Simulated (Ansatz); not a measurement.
# Work function of Pd(111): what the settings cost and change

Aim: the work function of Pd(111) against thickness and vacuum, with the cost.

Program: Ansatz 0.2.0. Level of theory: plane-wave DFT, PBE, Ansatz PAW. Values are calculated unless marked as measured.

**What experiment says.**

“Anisotropic work function of elemental crystals” (2019, arxiv:1902.07811) quotes from earlier work for Pd (clean (111) face, a compiled value): work function (clean (111) face, a compiled value) 5.67 eV.

## Step 1: Starting point

The cell holds 1 atom: 1 Pd. Cell: a = 2.751 Å, b = 2.751 Å, c = 18.000 Å, α = 90.0°, β = 90.0°, γ = 60.0°. Vacuum lies along c.

As a file:

```cif
data_structure
_symmetry_space_group_name_H-M 'P 1'
_symmetry_Int_Tables_number 1
_cell_length_a 2.7506
_cell_length_b 2.7506
_cell_length_c 18.0000
_cell_angle_alpha 90.000
_cell_angle_beta 90.000
_cell_angle_gamma 60.000
_cell_volume 117.94
loop_
_atom_site_label
_atom_site_type_symbol
_atom_site_fract_x
_atom_site_fract_y
_atom_site_fract_z
_atom_site_occupancy
Pd1 Pd 0.66667 0.66667 0.50000 1
```

## Step 2: Run, setting 1 layer

A work function rests on the faint tail of the density, so the SCF threshold is tight. The slab grows from one layer, at fixed mesh and 18 Å of vacuum; then the vacuum is varied on one slab.

Input file input.yaml:

```yaml
crystal:
  lattice:
    - [2.7506453788, 0.0, 0.0]
    - [1.3753226894, 2.3821287749, 0.0]
    - [0.0, 0.0, 18.0]
  atoms:
    - { symbol: Pd, position: [0.6666666667, 0.6666666667, 0.5] }
kpoints:
  mp_grid: { grid: [17, 17, 1] }
hamiltonian:
  xc: pbe
scf:
  occupations: { method: fermi_dirac, width: 0.1 }
  convergence: { dr2_threshold: 1.0e-09 }
efield:
  axis: 3
  dipole_correction: true
  ramp_position: 0.97
  ramp_width: 0.06
output:
  write_potential: true
  write_density: true
  volumetric_format: npy
  elf: true
```

The run is started by

```
> ansatz run input.yaml --threads 2 --pin off --max-ram 3072MiB --backend cpu --events-out ev --progress --plain --runs-dir out
```

What it wrote:

```text
Engine: ansatz 0.2.0, aarch64-unknown-linux-gnu
Pseudopotentials: kind: paw
Pseudopotential: Pd, paw, valence charge 18, recommended cutoff 420 eV (normal), Pd.paw.azcp
Functional definition: PBE
  parameter kappa = 0.804
  parameter beta = 0.066725
  exchange = pbe_x(kappa = kappa, mu = beta*pi^2/3)
  correlation = pbe_c(beta = beta)
Crystal: 1 atoms, lattice volume = 117.943 Å³
Basis set: ecut = 420 eV, 2311 PW (Γ)
Bands: 13, of which v1, the nominal top of the filled ones, is band 9 counted from 1 (8 counted from 0)
Symmetry: 12 space group operations
k-points: 33 of 289
Non-local potential: Pd, projectors of the file, l = 0: 2, l = 1: 2, l = 2: 2, l = 3: 1
PAW form: soft (Blöchl's): semilocal exchange-correlation on the pseudo side does not see the compensation charge
PAW one-centre angular grid: Pd, 590 points (default); XC on 64 Gauss nodes
Initial density: superposition of atomic densities (neutral atoms: chi_scale 0, normalization atom), corrected by the library's trained network
Initial wavefunctions: pseudopotential atomic-orbital guess
Functional: x = pbe(κ = 0.804, μ = 0.219515), c = pbe(β = 0.066725)
SCF iter   1: F=—  HF=-6971.742211 eV  |F-HF|=—  |Δ(HF+E_count)|=         —  Δρ=2.98e-3  dr2=6.84e-3  ethr=1.77e-3  p=-0.000 e·Å  D=-1.90e-15 V/Å  ΔV_dip=0.00 eV  dr2_dipole=4.28e-13  V_vac-E_F(+/−)=5.76/5.76 eV  ⟨swp⟩=5.7  Hψ=2470  notcnv=0
efield: sawtooth ramp at fractional position 0.9700 (set: `efield.ramp_position`, or a place that a band, a saddle search or an elastic batch's reference lends), width 0.0600; the density the first Hamiltonian is built on has a dipole p = -0.000 e·Å; the dipole correction subtracts the counter field D = -1.90e-15 V/Å, which shifts the + side's vacuum level by +0.00 eV against the − side's; the planar-averaged density in the ramp window peaks in size at 2.9e-6 e/Å³
preconditioner: auto → LDOS  [metal: Δε(μ)=0.012 eV  Ē_g=8.304 eV  σ=0.100 eV  W_gap=0.03  n_scr=10 (ndim 8)  ℏωp=10.8 eV  f_vac=0.769  D(μ)=2.79/eV (n_scr^D=10)  β→1.0]
SCF iter   2: F=—  HF=-6971.742833 eV  |F-HF|=—  |Δ(HF+E_count)|=   6.22e-4  Δρ=2.96e-3  dr2=4.40e-3  ethr=3.80e-5  p=0.000 e·Å  D=4.74e-6 V/Å  ΔV_dip=-0.00 eV  dr2_dipole=2.16e-10  V_vac-E_F(+/−)=5.98/5.98 eV  ⟨swp⟩=2.7  Hψ=1077  notcnv=0
SCF iter   3: F=—  HF=-6971.741663 eV  |F-HF|=—  |Δ(HF+E_count)|=   1.17e-3  Δρ=3.21e-4  dr2=1.43e-4  ethr=2.45e-5  p=0.000 e·Å  D=2.59e-7 V/Å  ΔV_dip=-0.00 eV  dr2_dipole=2.62e-12  V_vac-E_F(+/−)=5.98/5.98 eV  ⟨swp⟩=2.7  Hψ=731  notcnv=0
SCF iter   4: F=—  HF=-6971.741719 eV  |F-HF|=—  |Δ(HF+E_count)|=   5.58e-5  Δρ=6.53e-5  dr2=5.65e-6  ethr=7.94e-7  p=0.000 e·Å  D=6.96e-7 V/Å  ΔV_dip=-0.00 eV  dr2_dipole=8.16e-12  V_vac-E_F(+/−)=5.99/5.99 eV  ⟨swp⟩=2.4  Hψ=702  notcnv=0
SCF iter   5: F=—  HF=-6971.741727 eV  |F-HF|=—  |Δ(HF+E_count)|=   7.91e-6  Δρ=6.77e-5  dr2=5.35e-6  ethr=3.14e-8  p=-0.000 e·Å  D=-3.47e-7 V/Å  ΔV_dip=0.00 eV  dr2_dipole=9.07e-12  V_vac-E_F(+/−)=5.99/5.99 eV  ⟨swp⟩=2.4  Hψ=717  notcnv=0
SCF iter   6: F=—  HF=-6971.741725 eV  |F-HF|=—  |Δ(HF+E_count)|=   1.46e-6  Δρ=5.90e-6  dr2=6.54e-8  ethr=2.97e-8  p=0.000 e·Å  D=4.76e-8 V/Å  ΔV_dip=-0.00 eV  dr2_dipole=7.14e-15  V_vac-E_F(+/−)=5.99/5.99 eV  ⟨swp⟩=2.5  Hψ=596  notcnv=0
SCF iter   7: F=—  HF=-6971.741728 eV  |F-HF|=—  |Δ(HF+E_count)|=   2.47e-6  Δρ=1.23e-6  dr2=8.50e-10  ethr=5.56e-12  p=-0.000 e·Å  D=-2.36e-9 V/Å  ΔV_dip=0.00 eV  dr2_dipole=4.44e-17  V_vac-E_F(+/−)=5.99/5.99 eV  ⟨swp⟩=4.8  Hψ=1969  notcnv=0
SCF iter   8: F=-6971.741728 eV  HF=-6971.741728 eV  |F-HF|=4.37e-11  |Δ(HF+E_count)|=   3.73e-9  Δρ=1.52e-7  dr2=9.75e-12  ethr=4.72e-12  p=0.000 e·Å  D=3.30e-9 V/Å  ΔV_dip=-0.00 eV  dr2_dipole=1.87e-16  V_vac-E_F(+/−)=5.99/5.99 eV  ⟨swp⟩=1.2  Hψ=1199  notcnv=0
SCF 1 converged in 8 iterations: F = -6971.741728 eV  dr2 = 9.75e-12
  greatest PAW one-centre occupation: 0.999 electrons in one spin orbital (limit 2), on the Pd atom at site 0 (counted from 0), in its partial waves of l = 0
WARN: The output density's exchange-correlation potential varies sharply where the density is thin. Do not read a vacuum level from v_tot or v_xc, or from such a field of the output density. On a cell that repeats whose density bears no net charge and no dipole along the vacuum's axis use v_es (v_loc + v_h of the components); under efield.dipole_correction with no amplitude use v_es + v_field, which holds any externa [...]
SCF converged after 8 iterations
Free energy (F): -6971.741728 eV
Harris-Foulkes:  -6971.741728 eV  (|F-HF|=4.37e-11)
Internal energy: -6971.651642 eV  (E = F + TS)
E sigma→0 (E₀):  -6971.696685 eV
Entropy (-TS):   -0.090086 eV (-90.086 meV/atom)
Fermi energy:    -2.773386 eV
Dipole field:    D = -0.000000 V/Å  (p = -0.000000 e·Å, saw-weighted, corrected)
Work function:   Φ+ = 5.9860 eV   Φ− = 5.9860 eV
Levels:          The Fermi level and band energies are counted from a zero that moves with the ramp; work functions are not
--- Per-component energies (eV) ---
  E_band       = -525.112804
  E_kinetic    = 512.235145
  E_local      = -13127.728143  (includes V_loc(G=0)·N_el)
  E_nonlocal   = 218.215977
  E_hartree    = 6205.703954
  E_xc         = -166.525646
  E_vxc        = -208.551078  (∫ρ·V_xc dr)
  E_paw        = -3750.975853  (= ΣΔE_a)
  E_vpaw       = -330.692823  (= ΣTr[D̂ρ^β])
  E_aug_tail   = 0.000216  (compensation charges beyond the density's cutoff)
  E_efield     = 0.000000  (sawtooth field / dipole correction)
  E_vefield    = 0.000000  (∫n·V_field dr)
  E_ewald      = 3137.422708
  E_smearing   = -0.090086  (= −TS)
  E_closure    = -0.000000  (closes the sum)
  Σ components = -6971.741728   (vs F -6971.741728, Δ=0.00e0)
--- Band table (eV; the first three rows and the last of 33) ---
  k-point 0: bands = [... 5 lower, -4.6751, -4.6751, -3.9392, -2.7293, -2.7293, -0.4369, 2.9034, 3.5039]
  k-point 1: bands = [... 5 lower, -4.7230, -4.6034, -3.8994, -2.9011, -2.7452, -0.2201, 2.9921, 3.6038]
  k-point 2: bands = [... 5 lower, -4.8362, -4.3938, -3.7808, -3.2902, -2.7906, 0.3111, 3.2581, 3.9009]
  k-point 32: bands = [... 5 lower, -4.5329, -4.4555, -4.2229, -3.1296, 4.8680, 5.4962, 6.8207, 8.1210]
```

Wall time 8.2 s (2 threads of Arm Neoverse N1, shared host); peak memory 0.37 GiB; 13 s of CPU time.

Read from the output:

* energy at zero smearing: -6971.6967 eV
* work function, upper face: 5.986 eV

Running mean over 2.246 Å of the planar mean; the ramp of the sawtooth is left out. Table of electron's electrostatic potential energy less the Fermi level by z:

| z (Å) | electron's electrostatic potential energy less the Fermi level (eV) |
| --- | --- |
| 2.88 | 5.99 |
| 3.31 | 5.99 |
| 3.74 | 5.99 |
| 4.18 | 5.99 |
| 4.61 | 5.98 |
| 5.04 | 5.98 |
| 5.47 | 5.97 |
| 5.90 | 5.95 |
| 6.19 | 5.90 |
| 6.62 | 5.69 |
| 7.06 | 4.98 |
| 7.49 | 2.58 |
| 7.92 | -1.72 |
| 8.35 | -5.70 |
| 8.78 | -7.51 |
| 9.22 | -7.51 |
| 9.65 | -5.70 |
| 10.08 | -1.72 |
| 10.51 | 2.58 |
| 10.94 | 4.98 |
| 11.38 | 5.69 |
| 11.81 | 5.90 |
| 12.10 | 5.95 |
| 12.53 | 5.97 |
| 12.96 | 5.98 |
| 13.39 | 5.98 |
| 13.82 | 5.99 |
| 14.26 | 5.99 |
| 14.69 | 5.99 |
| 15.12 | 5.99 |

ELF in the ca plane at fractional y = 0.667, with atoms of Pd within 0.2 Å of it. It is the smooth field of the valence electrons, not physical close to the nuclei.

Ten even steps from '0' (0.00) to '9' (0.53), each cell a mean:
```
00000000000000000124699853210000000000000000
00000000000000000135998973210000000000000000
00000000000000000235976974210000000000000000
00000000000000000134898963210000000000000000
00000000000000000123588743100000000000000000
00000000000000000112344432100000000000000000
00000000000000000012333332100000000000000000
00000000000000000123345432100000000000000000
```
Columns run along c (18.0 Å), rows up along a (2.8 Å). Atoms in or near the plane, at fractional coordinates: Pd at (0.50, 0.67).

Valence density in the ca plane at fractional y = 0.667, with atoms of Pd within 0.2 Å of it. It is the smooth field of the valence electrons, not physical close to the nuclei.

Ten steps, logarithmic in the rise over the least value, from '0' (0 e/Å³) to '9' (13 e/Å³), each cell a mean:
```
00000000000000000001477631000000000000000000
00000000000000000002699841000000000000000000
00000000000000000003799841000000000000000000
00000000000000000002689741000000000000000000
00000000000000000001366521000000000000000000
00000000000000000001233210000000000000000000
00000000000000000000122210000000000000000000
00000000000000000001234310000000000000000000
```
Columns run along c (18.0 Å), rows up along a (2.8 Å). Atoms in or near the plane, at fractional coordinates: Pd at (0.50, 0.67).

Electrostatic potential energy in the ca plane at fractional y = 0.667, with atoms of Pd within 0.2 Å of it. With pseudopotentials it is smooth inside the atoms' cores, unlike the true potential.

Ten even steps from '0' (-38 eV) to '9' (3 eV), each cell a mean:
```
99999999999999999998510379999999999999999999
99999999999999999998200069999999999999999999
99999999999999999998100059999999999999999999
99999999999999999998300069999999999999999999
99999999999999999999621489999999999999999999
99999999999999999999877899999999999999999999
99999999999999999999988899999999999999999999
99999999999999999999876799999999999999999999
```
Columns run along c (18.0 Å; values clipped at the 3rd and 97th percentile), rows up along a (2.8 Å). Atoms in or near the plane, at fractional coordinates: Pd at (0.50, 0.67).

The work function is 5.986 eV.

## Step 3: Slab, 2 atoms

System of this step: Pd(111). The cell holds 2 atoms: 2 Pd. Cell: a = 2.751 Å, b = 2.751 Å, c = 20.246 Å, α = 90.0°, β = 90.0°, γ = 60.0°. Vacuum lies along c.

input.yaml, the sections that differ from step 2:

```yaml
crystal:
  lattice:
    - [2.7506453788, 0.0, 0.0]
    - [1.3753226894, 2.3821287749, 0.0]
    - [0.0, 0.0, 20.2458925471]
  atoms:
    - { symbol: Pd, position: [0.6666666667, 0.6666666667, 0.4445346126] }
    - { symbol: Pd, position: [0.0, 0.0, 0.5554653874] }
output:
  write_potential: true
  write_density: true
  volumetric_format: npy
# kpoints, hamiltonian, scf, efield: as in step 2
```

What it wrote:

```text
[...]
Crystal: 2 atoms, lattice volume = 132.659 Å³
Basis set: ecut = 420 eV, 2605 PW (Γ)
Bands: 22, of which v1, the nominal top of the filled ones, is band 18 counted from 1 (17 counted from 0)
Symmetry: 6 space group operations
k-points: 33 of 289 (time reversal used)
[...]
k-point 0: bands = [... 14 lower, -1.9526, -0.5147, -0.5147, -0.2708, 0.2124, 0.2124, 1.9341, 5.4423]
  k-point 1: bands = [... 14 lower, -1.8878, -0.7800, -0.5423, -0.0559, 0.0580, 0.2157, 2.2588, 5.5294]
  k-point 2: bands = [... 14 lower, -1.7024, -1.1200, -0.6101, -0.4200, 0.2208, 0.4454, 2.9568, 5.7896]
  k-point 32: bands = [... 14 lower, -1.6981, -0.6027, -0.0560, 0.0504, 6.7869, 7.0850, 8.5270, 9.0778]
[key lines of the parts left out:]
SCF converged after 9 iterations
Free energy (F): -13944.678254 eV
Fermi energy:    0.350790 eV
Dipole field:    D = -0.000004 V/Å  (p = -0.000003 e·Å, saw-weighted, corrected)
Work function:   Φ+ = 5.2257 eV   Φ− = 5.2256 eV
```

Elapsed: 14 s, on 2 threads; peak memory 0.43 GiB; 24 s of CPU time.

The work function is 5.226 eV, -0.760 eV from the run “1 layer”, at 1.8 times its CPU time.

## Step 4: Run, 3 atoms

System of this step: Pd(111). The cell holds 3 atoms: 3 Pd. Cell: a = 2.751 Å, b = 2.751 Å, c = 22.492 Å, α = 90.0°, β = 90.0°, γ = 60.0°. Vacuum lies along c.

input.yaml, the sections that differ from step 3:

```yaml
crystal:
  lattice:
    - [2.7506453788, 0.0, 0.0]
    - [1.3753226894, 2.3821287749, 0.0]
    - [0.0, 0.0, 22.4917850943]
  atoms:
    - { symbol: Pd, position: [0.3333333333, 0.3333333333, 0.4001460961] }
    - { symbol: Pd, position: [0.6666666667, 0.6666666667, 0.5] }
    - { symbol: Pd, position: [0.0, 0.0, 0.5998539039] }
# kpoints, hamiltonian, scf, efield, output: as in step 3
```

What it wrote:

```text
[...]
Crystal: 3 atoms, lattice volume = 147.375 Å³
Basis set: ecut = 420 eV, 2877 PW (Γ)
Bands: 33, of which v1, the nominal top of the filled ones, is band 27 counted from 1 (26 counted from 0)
Symmetry: 6 space group operations
k-points: 33 of 289 (time reversal used)
[...]
k-point 0: bands = [... 23 lower, 1.1910, 1.1910, 1.6812, 1.6812, 2.2098, 2.2098, 2.3267, 3.7723, ... 2 higher]
  k-point 1: bands = [... 23 lower, 1.1576, 1.1576, 1.4459, 1.6818, 1.9571, 2.2128, 2.6516, 4.1588, ... 2 higher]
  k-point 2: bands = [... 23 lower, 0.9313, 1.0882, 1.1906, 1.6738, 1.6959, 2.2213, 3.2090, 4.9470, ... 2 higher]
  k-point 32: bands = [... 23 lower, 1.1669, 1.9187, 1.9383, 2.1404, 8.3095, 8.5843, 9.4444, 10.0136, ... 2 higher]
[key lines of the parts left out:]
SCF converged after 11 iterations
Free energy (F): -20917.529692 eV
Fermi energy:    2.320104 eV
Dipole field:    D = -0.000000 V/Å  (p = -0.000000 e·Å, saw-weighted, corrected)
Work function:   Φ+ = 5.2071 eV   Φ− = 5.2071 eV
```

Run time: 22 s. Hardware: 2 threads; peak memory 0.44 GiB.

The work function is 5.207 eV, -0.019 eV from the run “2 layers”, at 1.6 times its CPU time.

## Step 5: Run, 4 atoms

System of this step: Pd(111). The cell holds 4 atoms: 4 Pd. Its edges and angles: a = 2.751 Å, b = 2.751 Å, c = 24.738 Å, α = 90.0°, β = 90.0°, γ = 60.0°. Vacuum lies along c.

input.yaml, the sections that differ from step 4:

```yaml
crystal:
  lattice:
    - [2.7506453788, 0.0, 0.0]
    - [1.3753226894, 2.3821287749, 0.0]
    - [0.0, 0.0, 24.7376776414]
  atoms:
    - { symbol: Pd, position: [0.0, 0.0, 0.3638174986] }
    - { symbol: Pd, position: [0.3333333333, 0.3333333333, 0.4546058329] }
    - { symbol: Pd, position: [0.6666666667, 0.6666666667, 0.5453941671] }
    - { symbol: Pd, position: [0.0, 0.0, 0.6361825014] }
# kpoints, hamiltonian, scf, efield, output: as in step 4
```

What it wrote:

```text
[...]
Crystal: 4 atoms, lattice volume = 162.091 Å³
Basis set: ecut = 420 eV, 3173 PW (Γ)
Bands: 44, of which v1, the nominal top of the filled ones, is band 36 counted from 1 (35 counted from 0)
Symmetry: 6 space group operations
k-points: 33 of 289 (time reversal used)
[...]
k-point 0: bands = [... 32 lower, 2.6804, 2.9219, 2.9219, 3.4632, 3.4632, 3.8125, 3.8125, 4.3097, ... 4 higher]
  k-point 1: bands = [... 32 lower, 2.6373, 2.9327, 3.0260, 3.2266, 3.4621, 3.5887, 3.8172, 4.6618, ... 4 higher]
  k-point 2: bands = [... 32 lower, 2.5367, 2.7751, 2.9362, 2.9675, 3.4585, 3.7067, 3.8294, 5.2962, ... 4 higher]
  k-point 32: bands = [... 32 lower, 3.3530, 3.5968, 3.6526, 3.7346, 9.6705, 9.8979, 10.5047, 11.0371, ... 4 higher]
[key lines of the parts left out:]
SCF converged after 10 iterations
Free energy (F): -27890.420351 eV
Fermi energy:    3.906726 eV
Dipole field:    D = -0.000001 V/Å  (p = -0.000001 e·Å, saw-weighted, corrected)
Work function:   Φ+ = 5.2207 eV   Φ− = 5.2207 eV
```

Run time: 33 s. Hardware: 2 threads; peak memory 0.49 GiB; 58 s of CPU time.

The work function is 5.221 eV, +0.014 eV from the run “3 layers”, at 1.5 times its CPU time.

## Step 6: Slab, 5 atoms

System of this step: Pd(111). The cell holds 5 atoms: 5 Pd. Cell: a = 2.751 Å, b = 2.751 Å, c = 26.984 Å, α = 90.0°, β = 90.0°, γ = 60.0°. Vacuum lies along c.

input.yaml, the sections that differ from step 5:

```yaml
crystal:
  lattice:
    - [2.7506453788, 0.0, 0.0]
    - [1.3753226894, 2.3821287749, 0.0]
    - [0.0, 0.0, 26.9835701886]
  atoms:
    - { symbol: Pd, position: [0.6666666667, 0.6666666667, 0.333536294] }
    - { symbol: Pd, position: [0.0, 0.0, 0.416768147] }
    - { symbol: Pd, position: [0.3333333333, 0.3333333333, 0.5] }
    - { symbol: Pd, position: [0.6666666667, 0.6666666667, 0.583231853] }
    - { symbol: Pd, position: [0.0, 0.0, 0.666463706] }
# kpoints, hamiltonian, scf, efield, output: as in step 5
```

What it wrote:

```text
[...]
Crystal: 5 atoms, lattice volume = 176.807 Å³
Basis set: ecut = 420 eV, 3457 PW (Γ)
Bands: 54, of which v1, the nominal top of the filled ones, is band 45 counted from 1 (44 counted from 0)
Symmetry: 6 space group operations
k-points: 33 of 289 (time reversal used)
[...]
k-point 0: bands = [... 41 lower, 4.0971, 4.0971, 4.4457, 4.4457, 4.9125, 4.9125, 5.1573, 5.1573, ... 5 higher]
  k-point 1: bands = [... 41 lower, 4.1211, 4.1624, 4.4465, 4.5813, 4.6923, 4.9142, 5.0511, 5.1627, ... 5 higher]
  k-point 2: bands = [... 41 lower, 4.0570, 4.1231, 4.2421, 4.4490, 4.5671, 4.9171, 5.1772, 5.5031, ... 5 higher]
  k-point 32: bands = [... 41 lower, 4.7957, 4.9516, 5.0693, 5.0706, 10.8989, 11.0545, 11.5028, 11.9012, ... 5 higher]
[key lines of the parts left out:]
SCF converged after 11 iterations
Free energy (F): -34863.288108 eV
Fermi energy:    5.245597 eV
Dipole field:    D = -0.000008 V/Å  (p = -0.000008 e·Å, saw-weighted, corrected)
Work function:   Φ+ = 5.2091 eV   Φ− = 5.2089 eV
```

The job ended after 41 s (2 threads; peak memory 0.58 GiB; 72 s of CPU time).

The work function is 5.209 eV, -0.012 eV from the run “4 layers”, at 1.2 times its CPU time.

## Step 7: Run, 6 atoms

System of this step: Pd(111). The cell holds 6 atoms: 6 Pd. Its edges and angles: a = 2.751 Å, b = 2.751 Å, c = 29.229 Å, α = 90.0°, β = 90.0°, γ = 60.0°. Vacuum lies along c.

input.yaml, the sections that differ from step 6:

```yaml
crystal:
  lattice:
    - [2.7506453788, 0.0, 0.0]
    - [1.3753226894, 2.3821287749, 0.0]
    - [0.0, 0.0, 29.2294627357]
  atoms:
    - { symbol: Pd, position: [0.3333333333, 0.3333333333, 0.3079084991] }
    - { symbol: Pd, position: [0.6666666667, 0.6666666667, 0.3847450995] }
    - { symbol: Pd, position: [0.0, 0.0, 0.4615816998] }
    - { symbol: Pd, position: [0.3333333333, 0.3333333333, 0.5384183002] }
    - { symbol: Pd, position: [0.6666666667, 0.6666666667, 0.6152549005] }
    - { symbol: Pd, position: [0.0, 0.0, 0.6920915009] }
# kpoints, hamiltonian, scf, efield, output: as in step 6
```

What it wrote:

```text
[...]
Crystal: 6 atoms, lattice volume = 191.523 Å³
Basis set: ecut = 420 eV, 3751 PW (Γ)
Bands: 65, of which v1, the nominal top of the filled ones, is band 54 counted from 1 (53 counted from 0)
Symmetry: 6 space group operations
k-points: 33 of 289 (time reversal used)
[...]
k-point 0: bands = [... 50 lower, 5.3543, 5.3543, 5.5695, 5.7231, 5.7231, 6.1054, 6.1054, 6.2855, ... 7 higher]
  k-point 1: bands = [... 50 lower, 5.1712, 5.3617, 5.4730, 5.7254, 5.8204, 5.8978, 6.1083, 6.2914, ... 7 higher]
  k-point 2: bands = [... 50 lower, 5.1475, 5.2921, 5.3808, 5.4973, 5.7289, 6.0318, 6.1152, 6.3073, ... 7 higher]
  k-point 32: bands = [... 50 lower, 6.0439, 6.0998, 6.1803, 6.2310, 11.9702, 12.0583, 12.3829, 12.7168, ... 7 higher]
[key lines of the parts left out:]
SCF converged after 12 iterations
Free energy (F): -41836.155042 eV
Fermi energy:    6.364419 eV
Dipole field:    D = 0.000001 V/Å  (p = 0.000001 e·Å, saw-weighted, corrected)
Work function:   Φ+ = 5.2225 eV   Φ− = 5.2225 eV
```

Elapsed: 58 s, on 2 threads; peak memory 0.67 GiB; 1.7 min of CPU time.

The work function is 5.223 eV, +0.013 eV from the run “5 layers”, at 1.4 times its CPU time.

(Continued in part 2 of 2.)

[Long decimals in the printed logs are rounded to 6 places.]

[Logs are printed without paths, hosts, clocks, repeated set-up lines and the standing remarks that a program may print on its own settings, such as how far it seeks lower states.]

[Hosts, paths, dates, database ids (printed as entryN), source tags and the programs' standing remarks are cut or masked in the printed files.]

[Maps of the electrostatic potential energy from Ansatz leave out the sawtooth potential of an applied field or a dipole correction, so their vacuum need not be flat; planar profiles and work functions include it.]
